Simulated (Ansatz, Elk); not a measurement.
# Bonding as seen by X-rays: CaCo3

The structure of CaCo3 used here is made up (a known structure type with other elements) and was relaxed beforehand with PBEsol. The aim is the Fourier transform of its all-electron density, F(hkl), set beside the sum over free spherical atoms that refinements use.

Main program and level: Elk 11.2.3 (patched build); DFT, PBE, all-electron APW+lo, Dirac cores, scalar-relativistic bands, static density, ferromagnetic start.

The structure was built from a prototype and need not be the compound's stable phase.

## Step 1: Starting point

Symmetry: P6_3/mmc, No. 194, hexagonal system. Conventional cell: a = 6.178 Å, b = 6.178 Å, c = 3.937 Å, α = 90.00°, β = 90.00°, γ = 120.00°. Co has 6 Co at 2.33 to 2.38 Å and 4 Ca at 2.97 to 3.12 Å nearest. Ca has 12 Co at 2.97 to 3.12 Å nearest. Farther neighbours are not listed.

## Step 2: Ground state and structure factors

An all-electron density is needed, since X-rays see the cores too. Task 0 finds the density and task 195 Fourier-transforms it; tshift is off so that phases refer to the origin typed.

Input file elk.in:

```
tasks
  0
  195
  196

xctype
  20

spinpol
  .true.

rgkmax
  7.0

gmaxvr
  14.0

lmaxo
  7

lmaxapw
  8

swidth
  0.002

tshift
  .false.

ramdisk
  .false.

hmaxvr
  5.5

maxscl
  120

epspot
  1e-06

reducebf
  0.8

sppath
  './'

avec
  11.67500061201 -0.00000000000 0.00000000000
  -5.83750030600 10.11084711920 0.00000000000
  0.00000000000 0.00000000000 7.44044358278

atoms
  2
  'Co.in'
  6
  0.2511684180 0.1255842090 0.7500000000   0.000000 0.000000 -0.080000
  0.8744157910 0.1255842090 0.7500000000   0.000000 0.000000 -0.080000
  0.8744157910 0.7488315820 0.7500000000   0.000000 0.000000 -0.080000
  0.7488315820 0.8744157910 0.2500000000   0.000000 0.000000 -0.080000
  0.1255842090 0.8744157910 0.2500000000   0.000000 0.000000 -0.080000
  0.1255842090 0.2511684180 0.2500000000   0.000000 0.000000 -0.080000
  'Ca.in'
  2
  0.6666666667 0.3333333333 0.2500000000   0.000000 0.000000 0.000000
  0.3333333333 0.6666666667 0.7500000000   0.000000 0.000000 0.000000

ngridk
  4 4 5
```

Run with:

```sh
OMP_NUM_THREADS=4 elk
```

Numbers of over 12 decimals in the logs are rounded to 6 here.

Output:

```text
┌─────────────────────────┐
│ Elk code version 11.2.3 │
└─────────────────────────┘

All units are atomic (Hartree, Bohr, etc.)

┌─────────────────────────────────────────────────┐
│ Ground-state run starting from atomic densities │
└─────────────────────────────────────────────────┘

Lattice vectors :
   11.67500061      -0.000000000       0.000000000
  -5.837500306       10.11084712       0.000000000
   0.000000000       0.000000000       7.440443583

Reciprocal lattice vectors :
  0.5381743022      0.3107150782      -0.000000000
   0.000000000      0.6214301565      -0.000000000
  -0.000000000      -0.000000000      0.8444638061

Unit cell volume      :    878.3008109
Brillouin zone volume :   0.2824205675

Muffin-tin inner radius fraction :   0.1000000000E-01

Nuclei treated as point charges

Species : 1 (Co)
 parameters loaded from : Co.in
 name : cobalt
 nuclear charge    :   -27.00000000
 electronic charge :    27.00000000
 atomic mass :    107428.6517
 muffin-tin radius :    2.174293575
 number of radial points in muffin-tin :    993
 inner part over the whole radius :   0.9974980066E-02
 number on inner part of muffin-tin    :    699
 approximate nuclear radius :   0.7243775530E-04
 number of mesh points to nuclear radius :    335
 atomic positions (lattice), magnetic fields (Cartesian) :
  1 :   0.25116842  0.12558421 -0.25000000    0.00000000  0.00000000 -0.08000000
  2 :  -0.12558421  0.12558421 -0.25000000    0.00000000  0.00000000 -0.08000000
  3 :  -0.12558421 -0.25116842 -0.25000000    0.00000000  0.00000000 -0.08000000
  4 :  -0.25116842 -0.12558421  0.25000000    0.00000000  0.00000000 -0.08000000
  5 :   0.12558421 -0.12558421  0.25000000    0.00000000  0.00000000 -0.08000000
  6 :   0.12558421  0.25116842  0.25000000    0.00000000  0.00000000 -0.08000000

Species : 2 (Ca)
 parameters loaded from : Ca.in
 name : calcium
 nuclear charge    :   -20.00000000
 electronic charge :    20.00000000
 atomic mass :    73057.72475
 muffin-tin radius :    2.400000000
 number of radial points in muffin-tin :    993
 inner part over the whole radius :   0.9970789793E-02
 number on inner part of muffin-tin    :    698
 approximate nuclear radius :   0.6614485811E-04
 number of mesh points to nuclear radius :    321
 atomic positions (lattice), magnetic fields (Cartesian) :
  1 :  -0.33333333  0.33333333  0.25000000    0.00000000  0.00000000  0.00000000
  2 :   0.33333333 -0.33333333 -0.25000000    0.00000000  0.00000000  0.00000000

Total number of atoms per unit cell :    8
Total muffin-tin volume :    374.1533088
 ratio of muffin-tin to unit cell volume :   0.4259967703

Spin treatment :
 spin-polarised
 global magnetic field (Cartesian) :    0.000000000       0.000000000       0.000000000
 collinear magnetisation in z-direction

Number of Bravais lattice symmetries :   24
Number of crystal symmetries         :   24
Crystal has inversion symmetry
Real symmetric eigensolver will be used

k-point grid :      4     4     5
k-point offset :    0.000000000       0.000000000       0.000000000
k-point set is reduced with full crystal symmetry group
Total number of k-points :       12

Muffin-tin radius times maximum |G+k| :    7.000000000
 using average radius
Maximum |G+k| for APW functions       :    3.138000032
Maximum (1/2)|G+k|²                   :    4.923522099
Maximum |G| for potential and density :    14.00000000
Constant for pseudocharge density :    8
 order of it for each species :   15  15
 order of it for pair densities of each species (exact exchange by exxq0 0: 16) :    9  11
Radial integration step length :    1

G-vector grid sizes :     54    54    35
Number of G-vectors :    40623

Maximum angular momentum used for
 APW functions            :    8
 outer part of muffin-tin :    7
 inner part of muffin-tin :    2

Total nuclear charge    :   -202.0000000
Total core charge       :    92.00000000
Total valence charge    :    110.0000000
Total excess charge     :    0.000000000
Total electronic charge :    202.0000000

[...]
species : 2 (Ca)
[...]
total in muffin-tins        :    10.81959702
 total moment                :    10.49147420

RMS change in Kohn-Sham potential (target) :    4.321482713     (  0.1000000000E-05)
Absolute change in total energy (target)   :    11.33165091     (  0.1000000000E-03)

[... loops 3 to 20 left out ...]

┌──────────────────┐
│ Loop number : 21 │
└──────────────────┘

Energies :
 Fermi                       :     0.233455
 sum of occupied eigenvalues :     -5622.3320395222
 electron kinetic            :      9856.3913713348
 core electron kinetic       :      8956.6098468301
 Coulomb                     :     -19147.279484253
 Coulomb potential           :     -14919.814754325
 nuclear-nuclear             :     -1351.1765523687
 electron-nuclear            :     -20720.099419052
 Hartree                     :      2923.9964871676
 Madelung                    :     -11687.372107090
 xc potential                :     -558.55536881637
 xc effective B-field        :    -0.353260
 external B-field            :      0.000000
 exchange                    :     -421.36216214507
 correlation                 :     -9.246137
 electron entropic           :    -0.39609307978916E-02
 total energy                :     -9721.5003727975
 (external B-field energy excluded from total)

Density of states at Fermi energy :    306.1010212
 (states/Hartree/unit cell)

Estimated indirect band gap :   0.1222313502E-02
 from k-point 9 to k-point 8
Estimated direct band gap   :   0.1456106341E-02
 at k-point 8

Charges :
 core                        :    92.00000000
 valence                     :    110.0000000
 interstitial                :    11.27240919
 muffin-tins (core leakage)
  species : 1 (Co)
[...]
species : 2 (Ca)
[...]
total in muffin-tins        :    190.7275908
 total calculated charge     :    201.9909503
 total charge                :    202.0000000
 error                       :   0.9049694924E-02

Moments :
 interstitial                :  -0.3984213419
 muffin-tins
  species : 1 (Co)
[...]
species : 2 (Ca)
[...]
total in muffin-tins        :    9.786038460
 total moment                :    9.387617118

RMS change in Kohn-Sham potential (target) :   0.8965428067E-06 (  0.1000000000E-05)
Absolute change in total energy (target)   :   0.5091633466E-04 (  0.1000000000E-03)

Convergence targets achieved

┌──────────────────┐
│ Loop number : 22 │
└──────────────────┘

Energies :
 Fermi                       :     0.233454
 sum of occupied eigenvalues :     -5622.3320467856
 electron kinetic            :      9856.3914411974
 core electron kinetic       :      8956.6098223771
 Coulomb                     :     -19147.279591319
 Coulomb potential           :     -14919.814527933
 nuclear-nuclear             :     -1351.1765523687
 electron-nuclear            :     -20720.099868462
 Hartree                     :      2923.9968295117
 Madelung                    :     -11687.372327352
 xc potential                :     -558.55568103786
 xc effective B-field        :    -0.353249
 external B-field            :      0.000000
 exchange                    :     -421.36217177143
 correlation                 :     -9.246137
 electron entropic           :    -0.39610186523755E-02
 total energy                :     -9721.5004203012
 (external B-field energy excluded from total)

Density of states at Fermi energy :    306.1087356
 (states/Hartree/unit cell)

Estimated indirect band gap :   0.1222124741E-02
 from k-point 9 to k-point 8
Estimated direct band gap   :   0.1456043327E-02
 at k-point 8

Charges :
 core                        :    92.00000000
 valence                     :    110.0000000
 interstitial                :    11.27239554
 muffin-tins (core leakage)
  species : 1 (Co)
[...]
atom 6                    :    25.71312491     (  0.1505598471E-02)
  species : 2 (Ca)
   atom 1                    :    18.22442749     ( -0.1986919802E-06)
   atom 2                    :    18.22442749     ( -0.1986919802E-06)
 total in muffin-tins        :    190.7276045
 total calculated charge     :    201.9909503
 total charge                :    202.0000000
 error                       :   0.9049695111E-02

Moments :
 interstitial                :  -0.3983565483
 muffin-tins
  species : 1 (Co)
[...]
atom 6                    :    1.649588912
  species : 2 (Ca)
   atom 1                    :  -0.5581074605E-01
   atom 2                    :  -0.5581074605E-01
 total in muffin-tins        :    9.785911981
 total moment                :    9.387555433

┌──────────────────────────────┐
│ Self-consistent loop stopped │
└──────────────────────────────┘

Warning : core states of species 1 leak from the muffin-tin :   0.1505598471E-02

Wrote STATE.OUT
```

It took 6.3 min on 4 threads of Intel Xeon Platinum 8488C (Sapphire Rapids), shared host; peak memory 0.71 GiB; 23 min of CPU time.

SFACRHO.OUT:

```text

h k l indices transformed by vhmat matrix:
   1.000000000       0.000000000       0.000000000    
   0.000000000       1.000000000       0.000000000    
   0.000000000       0.000000000       1.000000000    

      h      k      l  multipl.   |H|            Re(F)            Im(F)           |F|

      0      0      0      1   0.0000000       202.00000      0.21894049E-15   202.00000    
      0      1      0      6  0.62143016       52.919544     -0.62467970E-13   52.919544    
      0      0      1      2  0.84446381      0.92368447E-14  0.12188872E-13  0.15293394E-13
      0      1     -1      6   1.0484725       7.9523392      0.57897143E-13   7.9523392    
      1     -1      1      6   1.0484725      -7.9523392     -0.57897143E-13   7.9523392    
     -1      2      0      6   1.0763486       11.540537     -0.74704698E-13   11.540537    
      0     -2      0      6   1.2428603      -58.503689     -0.60944361E-14   58.503689    
     -2      1     -1     12   1.3680809     -0.17727092E-07 -0.45708271E-13  0.17727092E-07
      2      0      1      6   1.5026047      -104.50305      0.16454978E-12   104.50305    
      2      0     -1      6   1.5026047       104.50305     -0.16531158E-12   104.50305    
     -1     -2      0     12   1.6441497      -51.415065     -0.48755489E-13   51.415065    
      0      0     -2      2   1.6889276      -140.46569     -0.15397008E-15   140.46569    
      0     -1      2      6   1.7996255      -39.589330     -0.50279098E-13   39.589330    
      0      1      2      6   1.7996255      -39.589330      0.51802707E-13   39.589330    
     -1     -2     -1     12   1.8483363       30.519240      0.79989474E-13   30.519240    
     -3      1     -1     12   1.8483363      -30.519240     -0.25901354E-13   30.519240    
      0     -3      0      6   1.8642905      -27.005771     -0.11557426E-12   27.005771    
      2     -1     -2     12   2.0027488      -8.4242779      0.44407449E-13   8.4242779
```

Elk indexes on the primitive cell of elk.in and gives |H| = 4π sin θ/λ in inverse bohr. Below, one row stands for each form hkl of the conventional cell (m members, Friedel mates merged), F is for one primitive cell and the density is static (no thermal factor). Free-atom factors are Waasmaier and Kirfel's, and R is Σm||F|−|F'||/Σm|F|.

| hkl | m | sin θ/λ (Å⁻¹) | abs F, DFT | neutral atoms | diff. |
| --- | --- | --- | --- | --- | --- |
| 100 | 6 | 0.093 | 52.919 | 52.471 | +0.449 |
| 001 | 2 | 0.127 | 0.000 | 0.000 | +0.000 |
| 101 | 12 | 0.158 | 7.952 | 7.875 | +0.077 |
| 110 | 6 | 0.162 | 11.540 | 11.451 | +0.090 |
| 200 | 6 | 0.187 | 58.504 | 58.410 | +0.093 |
| 111 | 12 | 0.206 | 0.000 | 0.000 | +0.000 |
| 201 | 12 | 0.226 | 104.503 | 104.916 | -0.413 |
| 210 | 12 | 0.247 | 51.415 | 51.551 | -0.136 |
| 002 | 2 | 0.254 | 140.466 | 141.137 | -0.671 |
| 102 | 12 | 0.271 | 39.589 | 39.928 | -0.339 |
| 211 | 24 | 0.278 | 30.519 | 30.955 | -0.436 |
| 300 | 6 | 0.280 | 27.006 | 27.300 | -0.294 |
| 112 | 12 | 0.301 | 8.424 | 8.171 | +0.253 |
| 301 | 12 | 0.308 | 83.189 | 83.743 | -0.554 |

## Step 3: The magnetisation density

The same run holds the spin density, and task 196 transforms it. The order is that of the start, and no other was tried.

SFACMAG_1.OUT:

```text

h k l indices transformed by vhmat matrix:
   1.000000000       0.000000000       0.000000000    
   0.000000000       1.000000000       0.000000000    
   0.000000000       0.000000000       1.000000000    

      h      k      l  multipl.   |H|            Re(F)            Im(F)           |F|

      0      0      0      1   0.0000000       9.3875558      0.14352107E-16   9.3875558    
      0      1      0      6  0.62143016       4.2585647      0.49874390E-14   4.2585647    
      0      0      1      2  0.84446381      0.52860521E-15 -0.37792646E-15  0.64980911E-15
      0      1     -1      6   1.0484725      -1.2650685     -0.48460885E-14   1.2650685    
      1     -1      1      6   1.0484725       1.2650685      0.12386763E-13   1.2650685    
     -1      2      0      6   1.0763486      -1.3609627      0.64642863E-14   1.3609627    
      0     -2      0      6   1.2428603      -2.7205517      0.47642540E-14   2.7205517    
     -2      1     -1     12   1.3680809      0.50809434E-11  0.34340719E-14  0.50809446E-11
      2      0      1      6   1.5026047      -4.7955158     -0.29155390E-13   4.7955158    
      2      0     -1      6   1.5026047       4.7955158      0.28811685E-13   4.7955158    
     -1     -2      0     12   1.6441497      -2.0641347      0.19818821E-14   2.0641347    
      0      0     -2      2   1.6889276      -6.4163953     -0.43408182E-17   6.4163953    
      0     -1      2      6   1.7996255      -2.7809977      0.11397310E-14   2.7809977    
      0      1      2      6   1.7996255      -2.7809977     -0.11516342E-14   2.7809977    
     -1     -2     -1     12   1.8483363       2.7403029     -0.11241080E-13   2.7403029    
     -3      1     -1     12   1.8483363      -2.7403029     -0.29460409E-15   2.7403029
```

The total moment is 9.39 μB a cell; sphere moments: Co1 +1.65, Co2 +1.65, Co3 +1.65, Co4 +1.65, Co5 +1.65, Co6 +1.65, Ca7 -0.06, Ca8 -0.06 μB. Polarised neutrons measure spin and orbital magnetisation together; without spin-orbit coupling the run gives the spin part:

| hkl | sin θ/λ (Å⁻¹) | abs F_M (μB) |
| --- | --- | --- |
| 100 | 0.093 | 4.259 |
| 001 | 0.127 | 0.000 |
| 101 | 0.158 | 1.265 |
| 110 | 0.162 | 1.361 |
| 200 | 0.187 | 2.721 |
| 111 | 0.206 | 0.000 |
| 201 | 0.226 | 4.795 |
| 210 | 0.247 | 2.064 |
| 002 | 0.254 | 6.416 |
| 102 | 0.271 | 2.781 |
| 211 | 0.278 | 2.740 |
| 300 | 0.280 | 2.625 |
| 112 | 0.301 | 0.839 |
| 301 | 0.308 | 4.091 |

(Continued in part 2 of 2.)

[Logs are printed without paths, hosts, clocks, repeated set-up lines and the standing remarks that a program may print on its own settings, such as how far it seeks lower states.]

[Hosts, paths, dates, database ids (printed as entryN), source tags and the programs' standing remarks are cut or masked in the printed files.]
